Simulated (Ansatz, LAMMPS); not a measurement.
# An extra electron or hole in ionic liquid BMIM+ dicyanamide at 450 K (90 atoms), part 2 of 5

Aim: add and remove one electron in ionic liquid BMIM+ dicyanamide at 450 K (90 atoms), with atoms held and relaxed, and read trapping energy and localisation.

Ansatz 0.2.0; Kohn-Sham DFT, r2SCAN+D3(BJ), PAW (set soft_2), plane waves.

The cell: 30 C, 15 N and 45 H. The network of contacts between molecules at the start is that of the classical potential that made the cell. Sampling is at Γ alone, for a cell whose shortest periodic width is 10 Å. The liquid is relaxed first.

So far. Step 2 (Single point at the start): The r.m.s. force at the start is 1.4 eV/Å.

### 3. Relaxation

With the cell held, the atoms are moved downhill towards a nearby minimum.

File input.yaml:

```yaml
crystal:
  lattice:
    - [9.90267, 0.0, 0.0]
    - [0.0, 9.90267, 0.0]
    - [0.0, 0.0, 9.90267]
  atoms:
    [... the 90 atom lines of step 2 ...]
kpoints:
  mp_grid: { grid: [1, 1, 1] }
hamiltonian:
  xc: r2scan
  dispersion: d3bj
scf:
  occupations: { method: fixed }
output:
  forces: true
relax:
  f_tol: 0.06
  max_steps: 150
```

Command:

```
> ansatz run input.yaml --threads 4 --pin off --max-ram 8192MiB --backend cpu --events-out ev --progress --plain --runs-dir out
```

Log:

```text
[...]
Crystal: 90 atoms, lattice volume = 971.084 Å³
Basis set: ecut = 500 eV, 24573 PW (Γ), exchange–correlation on 300×300×300 points (64 copies of the dense FFT grid, shifted against one another)
Bands: 210, of which v1, the nominal top of the filled ones, is band 120 counted from 1 (119 counted from 0)
Symmetry: 1 space group operations
[...]
k-points: 1
[...]
SCF iter   1: F=—  HF=-14037.074661 eV  |F-HF|=—  |Δ(HF+E_count)|=         —  Δρ=8.88e-3  dr2=9.09e-1  dr2_τ=8.82e0  ethr=1.77e-3  ⟨swp⟩=5.0  Hψ=675  notcnv=0  defer=88
[...]
SCF iter   8: F=-14036.010994 eV  HF=-14036.010989 eV  |F-HF|=4.66e-6  |Δ(HF+E_count)|=   8.16e-6  Δρ=2.04e-5  dr2=4.37e-6  dr2_τ=5.42e-7  ethr=3.63e-8  ⟨swp⟩=4.0  Hψ=473  notcnv=0
SCF 1 converged in 8 iterations: F = -14036.010994 eV  dr2 = 4.37e-6
[...]
relax step   1: F+E_penalty+E_count = -14036.01099383 eV  Δ(F+E_penalty+E_count) = +0.000e0 eV  max|allowed force component| = 4.864e0 eV/Å  Δτ_max = 0.0000 Å  (8 SCF iters, dr2 threshold 9.00e-5 eV, accepted)
[... from here on, the SCF cycles and remarks between the steps are left out ...]
relax step   2: F+E_penalty+E_count = -14041.51798283 eV  Δ(F+E_penalty+E_count) = -5.507e0 eV  max|allowed force component| = 3.069e0 eV/Å  Δτ_max = 0.1932 Å  (8 SCF iters, dr2 threshold 1.00e-4 eV, accepted)
relax step   3: F+E_penalty+E_count = -14043.04468565 eV  Δ(F+E_penalty+E_count) = -1.527e0 eV  max|allowed force component| = 1.558e0 eV/Å  Δτ_max = 0.1942 Å  (8 SCF iters, dr2 threshold 1.00e-4 eV, accepted)
relax step   4: F+E_penalty+E_count = -14043.39299577 eV  Δ(F+E_penalty+E_count) = -3.483e-1 eV  max|allowed force component| = 8.036e-1 eV/Å  Δτ_max = 0.1906 Å  (7 SCF iters, dr2 threshold 1.00e-4 eV, accepted)
relax step   5: F+E_penalty+E_count = -14043.61589952 eV  Δ(F+E_penalty+E_count) = -2.229e-1 eV  max|allowed force component| = 7.324e-1 eV/Å  Δτ_max = 0.1951 Å  (7 SCF iters, dr2 threshold 1.00e-4 eV, accepted)
relax step   6: F+E_penalty+E_count = -14043.74780277 eV  Δ(F+E_penalty+E_count) = -1.319e-1 eV  max|allowed force component| = 8.654e-1 eV/Å  Δτ_max = 0.1947 Å  (7 SCF iters, dr2 threshold 1.00e-4 eV, accepted)
relax step   7: F+E_penalty+E_count = -14043.83310149 eV  Δ(F+E_penalty+E_count) = -8.530e-2 eV  max|allowed force component| = 5.651e-1 eV/Å  Δτ_max = 0.1909 Å  (7 SCF iters, dr2 threshold 1.00e-4 eV, accepted)
relax step   8: F+E_penalty+E_count = -14043.89329668 eV  Δ(F+E_penalty+E_count) = -6.020e-2 eV  max|allowed force component| = 7.131e-1 eV/Å  Δτ_max = 0.1904 Å  (7 SCF iters, dr2 threshold 1.00e-4 eV, accepted)
relax step   9: F+E_penalty+E_count = -14043.92655897 eV  Δ(F+E_penalty+E_count) = -3.326e-2 eV  max|allowed force component| = 7.223e-1 eV/Å  Δτ_max = 0.1912 Å  (6 SCF iters, dr2 threshold 1.00e-4 eV, accepted)
relax step  10: F+E_penalty+E_count = -14043.95518263 eV  Δ(F+E_penalty+E_count) = -2.862e-2 eV  max|allowed force component| = 5.954e-1 eV/Å  Δτ_max = 0.1465 Å  (6 SCF iters, dr2 threshold 1.00e-4 eV, accepted)
relax step  11: F+E_penalty+E_count = -14043.98548288 eV  Δ(F+E_penalty+E_count) = -3.030e-2 eV  max|allowed force component| = 7.389e-1 eV/Å  Δτ_max = 0.1957 Å  (7 SCF iters, dr2 threshold 1.00e-4 eV, accepted)
relax step  12: F+E_penalty+E_count = -14044.02307605 eV  Δ(F+E_penalty+E_count) = -3.759e-2 eV  max|allowed force component| = 6.099e-1 eV/Å  Δτ_max = 0.1947 Å  (7 SCF iters, dr2 threshold 1.00e-4 eV, accepted)
relax step  13: F+E_penalty+E_count = -14044.05839531 eV  Δ(F+E_penalty+E_count) = -3.532e-2 eV  max|allowed force component| = 4.184e-1 eV/Å  Δτ_max = 0.1914 Å  (7 SCF iters, dr2 threshold 1.00e-4 eV, accepted)
relax step  14: F+E_penalty+E_count = -14044.08832290 eV  Δ(F+E_penalty+E_count) = -2.993e-2 eV  max|allowed force component| = 3.295e-1 eV/Å  Δτ_max = 0.1945 Å  (7 SCF iters, dr2 threshold 8.23e-5 eV, accepted)
relax step  15: F+E_penalty+E_count = -14044.11120991 eV  Δ(F+E_penalty+E_count) = -2.289e-2 eV  max|allowed force component| = 4.362e-1 eV/Å  Δτ_max = 0.1948 Å  (7 SCF iters, dr2 threshold 5.11e-5 eV, accepted)
relax step  16: F+E_penalty+E_count = -14044.12062462 eV  Δ(F+E_penalty+E_count) = -9.415e-3 eV  max|allowed force component| = 9.535e-1 eV/Å  Δτ_max = 0.1834 Å  (7 SCF iters, dr2 threshold 1.00e-4 eV, accepted)
relax step  17: F+E_penalty+E_count = -14044.13866911 eV  Δ(F+E_penalty+E_count) = -1.804e-2 eV  max|allowed force component| = 5.139e-1 eV/Å  Δτ_max = 0.1193 Å  (5 SCF iters, dr2 threshold 1.00e-4 eV, accepted)
relax step  18: F+E_penalty+E_count = -14044.15331228 eV  Δ(F+E_penalty+E_count) = -1.464e-2 eV  max|allowed force component| = 1.380e-1 eV/Å  Δτ_max = 0.2000 Å  (6 SCF iters, dr2 threshold 7.67e-5 eV, accepted)
relax step  19: F+E_penalty+E_count = -14044.15999450 eV  Δ(F+E_penalty+E_count) = -6.682e-3 eV  max|allowed force component| = 1.081e-1 eV/Å  Δτ_max = 0.0745 Å  (9 SCF iters, accepted)
relax step  20: F+E_penalty+E_count = -14044.16448183 eV  Δ(F+E_penalty+E_count) = -4.487e-3 eV  max|allowed force component| = 1.474e-1 eV/Å  Δτ_max = 0.1003 Å  (9 SCF iters, accepted)
relax step  21: F+E_penalty+E_count = -14044.16728170 eV  Δ(F+E_penalty+E_count) = -2.800e-3 eV  max|allowed force component| = 9.635e-2 eV/Å  Δτ_max = 0.0371 Å  (5 SCF iters, dr2 threshold 1.33e-5 eV, accepted)
relax step  22: F+E_penalty+E_count = -14044.17031852 eV  Δ(F+E_penalty+E_count) = -3.037e-3 eV  max|allowed force component| = 6.704e-2 eV/Å  Δτ_max = 0.0640 Å  (7 SCF iters, dr2 threshold 3.97e-6 eV, accepted)
relax step  23: F+E_penalty+E_count = -14044.17221058 eV  Δ(F+E_penalty+E_count) = -1.892e-3 eV  max|allowed force component| = 8.728e-2 eV/Å  Δτ_max = 0.1266 Å  (9 SCF iters, accepted)
relax step  24: F+E_penalty+E_count = -14044.17330005 eV  Δ(F+E_penalty+E_count) = -1.089e-3 eV  max|allowed force component| = 1.003e-1 eV/Å  Δτ_max = 0.0774 Å  (7 SCF iters, dr2 threshold 3.69e-6 eV, accepted)
relax step  25: F+E_penalty+E_count = -14044.17555905 eV  Δ(F+E_penalty+E_count) = -2.259e-3 eV  max|allowed force component| = 8.842e-2 eV/Å  Δτ_max = 0.0371 Å  (5 SCF iters, dr2 threshold 1.01e-5 eV, accepted)
relax step  26: F+E_penalty+E_count = -14044.17908712 eV  Δ(F+E_penalty+E_count) = -3.528e-3 eV  max|allowed force component| = 1.008e-1 eV/Å  Δτ_max = 0.0994 Å  (7 SCF iters, dr2 threshold 6.07e-6 eV, accepted)
relax step  27: F+E_penalty+E_count = -14044.18001977 eV  Δ(F+E_penalty+E_count) = -9.326e-4 eV  max|allowed force component| = 2.309e-1 eV/Å  Δτ_max = 0.1179 Å  (7 SCF iters, dr2 threshold 7.90e-6 eV, accepted)
relax step  28: F+E_penalty+E_count = -14044.18314380 eV  Δ(F+E_penalty+E_count) = -3.124e-3 eV  max|allowed force component| = 1.465e-1 eV/Å  Δτ_max = 0.0248 Å  (4 SCF iters, dr2 threshold 5.33e-5 eV, accepted)
relax step  29: F+E_penalty+E_count = -14044.17452846 eV  Δ(F+E_penalty+E_count) = +8.615e-3 eV  max|allowed force component| = 1.684e-1 eV/Å  Δτ_max = 0.1752 Å  (8 SCF iters, dr2 threshold 8.63e-6 eV, rejected (line search))
relax step  30: F+E_penalty+E_count = -14044.18660978 eV  Δ(F+E_penalty+E_count) = -3.466e-3 eV  max|allowed force component| = 2.121e-2 eV/Å  Δτ_max = 0.0858 Å  (10 SCF iters, accepted)
relax step  31: F+E_penalty+E_count = -14044.18847555 eV  Δ(F+E_penalty+E_count) = -1.866e-3 eV  max|allowed force component| = 8.055e-2 eV/Å  Δτ_max = 0.0975 Å  (9 SCF iters, accepted)
relax step  32: F+E_penalty+E_count = -14044.18965102 eV  Δ(F+E_penalty+E_count) = -1.175e-3 eV  max|allowed force component| = 8.196e-2 eV/Å  Δτ_max = 0.0342 Å  (8 SCF iters, accepted)
relax step  33: F+E_penalty+E_count = -14044.19108321 eV  Δ(F+E_penalty+E_count) = -1.432e-3 eV  max|allowed force component| = 5.429e-2 eV/Å  Δτ_max = 0.0567 Å  (6 SCF iters, dr2 threshold 6.72e-6 eV, accepted)
relax step  34: F+E_penalty+E_count = -14044.19108427 eV  Δ(F+E_penalty+E_count) = -1.061e-6 eV  max|allowed force component| = 5.440e-2 eV/Å  Δτ_max = 0.0000 Å  (4 SCF iters, accepted)
[...]
SCF iter   2: F=-14044.191084 eV  HF=-14044.191084 eV  |F-HF|=4.64e-10  |Δ(HF+E_count)|=   1.59e-9  Δρ=1.11e-6  dr2=1.79e-8  dr2_τ=5.34e-9  ethr=3.50e-11  ⟨swp⟩=4.0  Hψ=561  notcnv=0
SCF 35 converged in 2 iterations: F = -14044.191084 eV  dr2 = 1.79e-8
SCF converged after 2 iterations
Free energy (F): -14044.191084 eV
[...]
Internal energy: -14044.191084 eV  (E = F + TS)
E sigma→0 (E₀):  -14044.191084 eV
Fermi energy:    -0.210604 eV
[...]
--- Forces (eV/Å), atoms counted from 1 ---
  atom   1  C     -0.03055868     0.01270995    -0.02818698
  atom   2  C      0.02463059     0.00282346     0.01836018
  atom   3  C     -0.00600448     0.00254763    -0.00352562
  atom   4  C     -0.00071954     0.00090242    -0.00088655
  atom   5  N      0.00423152     0.00523241    -0.00233592
  atom   6  C      0.00229996    -0.01024297     0.00751652
  atom   7  C      0.00186372     0.00459567    -0.00456152
  atom   8  N      0.00476777    -0.00811002    -0.00546165
  atom   9  C     -0.00069260    -0.00151259     0.00159754
  atom  10  C     -0.00709740     0.00311701    -0.00239249
  atom  11  H     -0.00577846    -0.01664256     0.05439704
  atom  12  H      0.04244112    -0.02422785    -0.02143079
  atom  13  H     -0.01380365    -0.00165644    -0.00726168
  atom  14  H     -0.02282584     0.01091762     0.01329018
[...]
atom  89  C      0.00043106     0.00096804     0.00737412
  atom  90  N     -0.00315535    -0.00003632    -0.00588917
  max |Σ_I F_I| component: 1.18e-4 eV/Å
--- Relaxed structure (34 steps of the walk, 33 accepted, 0 SCFs on fresh bases) ---
  F+E_penalty+E_count = -14044.19108427 eV   max|allowed force component| = 5.440e-2 eV/Å
  atoms:
    - { symbol: C, position: [0.030232, 0.909495, 0.432054] }
    - { symbol: C, position: [0.00839102, 0.757140, 0.443419] }
    - { symbol: C, position: [0.873823, 0.704872, 0.388443] }
    - { symbol: C, position: [0.855222, 0.713203, 0.235740] }
[...]
- { symbol: N, position: [0.412958, 0.874741, 0.400287] }
```

Wall time 4.9 min (4 threads of Intel Xeon 6975P-C (Granite Rapids), shared host); peak memory 2.6 GiB; 19 min of CPU time.

The relaxation converged after 34 steps, 8.18 eV below its start, with a largest force component of 0.054 eV/Å.

(Continued in part 3 of 5.)

[Long decimals in the printed logs are rounded to 6 places.]

[Logs are printed without paths, hosts, clocks, repeated set-up lines and the standing remarks that a program may print on its own settings, such as how far it seeks lower states.]

[Hosts, paths, dates, database ids (printed as entryN), source tags and the programs' standing remarks are cut or masked in the printed files.]
